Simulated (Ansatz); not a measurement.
## GaSb, zinc blende: band edges under a change of volume

How fast do the gaps move when the cell is scaled evenly?

Calculated with Ansatz 0.2.0, r2SCAN, PAW files of the set soft_1, cutoff 600 eV, Fermi–Dirac smearing 0.02 eV, k-mesh 8×8×8, no spin polarisation, no spin-orbit coupling.

Reference cell, relaxed at zero pressure with r2SCAN (F-43m): a = 4.3366 Å, b = 4.3366 Å, c = 4.3366 Å, α = 60.00°, β = 60.00°, γ = 60.00°.

```
atom       x       y       z
  Sb  0.7500  0.7500  0.7500
  Ga  0.0000  0.0000  0.0000
```

At 106 (volume as a share of the relaxed volume) the gap closes or falls to 0.1 eV or less at this level, and those rows are left out.

Levels are read on the k-mesh and along lines from Γ to X = (0.5, 0, 0.5), L = (0.5, 0.5, 0.5), K = (0.375, 0.375, 0.75) and W = (0.5, 0.25, 0.75) in the reciprocal basis of this cell (the letters only name these points), and count from the highest filled level.

```csv
ln(V/V0),gap (eV),direct gap at Γ (eV),lowest empty at L (eV),lowest empty along Γ–X (Γ left out) (eV)
−0.0619,0.834,0.896,0.834,1.019
−0.0408,0.730,0.730,0.782,1.049
−0.0202,0.570,0.570,0.732,1.077
0.0000,0.416,0.416,0.684,1.101
0.0392,0.123,0.123,0.594,1.143
```

**Question.** Fit the direct gap at Γ and give it at ln(V/V0) = 0.0198, a row left out above.

A straight line through the 5 rows: the means are −0.01674 for ln(V/V0) and 0.547 for the level, Σ(Δx)² = 0.00604 and ΣΔxΔy = −0.04615, so the slope is −0.04615/0.00604 = −7.6418 and the intercept 0.547 − (−7.6418)(−0.01674) = 0.4191.

The slope is the volume deformation potential of this gap, −7.64 eV, as a mean over the range. The line gives 0.268 eV. The run itself gives 0.267 eV, so the estimate misses by 0.001 eV, a rounding's worth.

The lowest empty level changes place along the table: at L at −0.0619, at Γ at −0.0408.

The gap is direct at Γ at ln(V/V0) = −0.0408, −0.0202, 0.0000, 0.0198 and 0.0392 and indirect in the other rows. Semilocal functionals give gaps that are too small, and the error differs from valley to valley, so the order of close valleys can be wrong too. Spin-orbit coupling, left out here, splits the valence top by 0.1 eV or more with such elements and lowers the gap.

[Logs are printed without paths, hosts, clocks, repeated set-up lines and the standing remarks that a program may print on its own settings, such as how far it seeks lower states.]
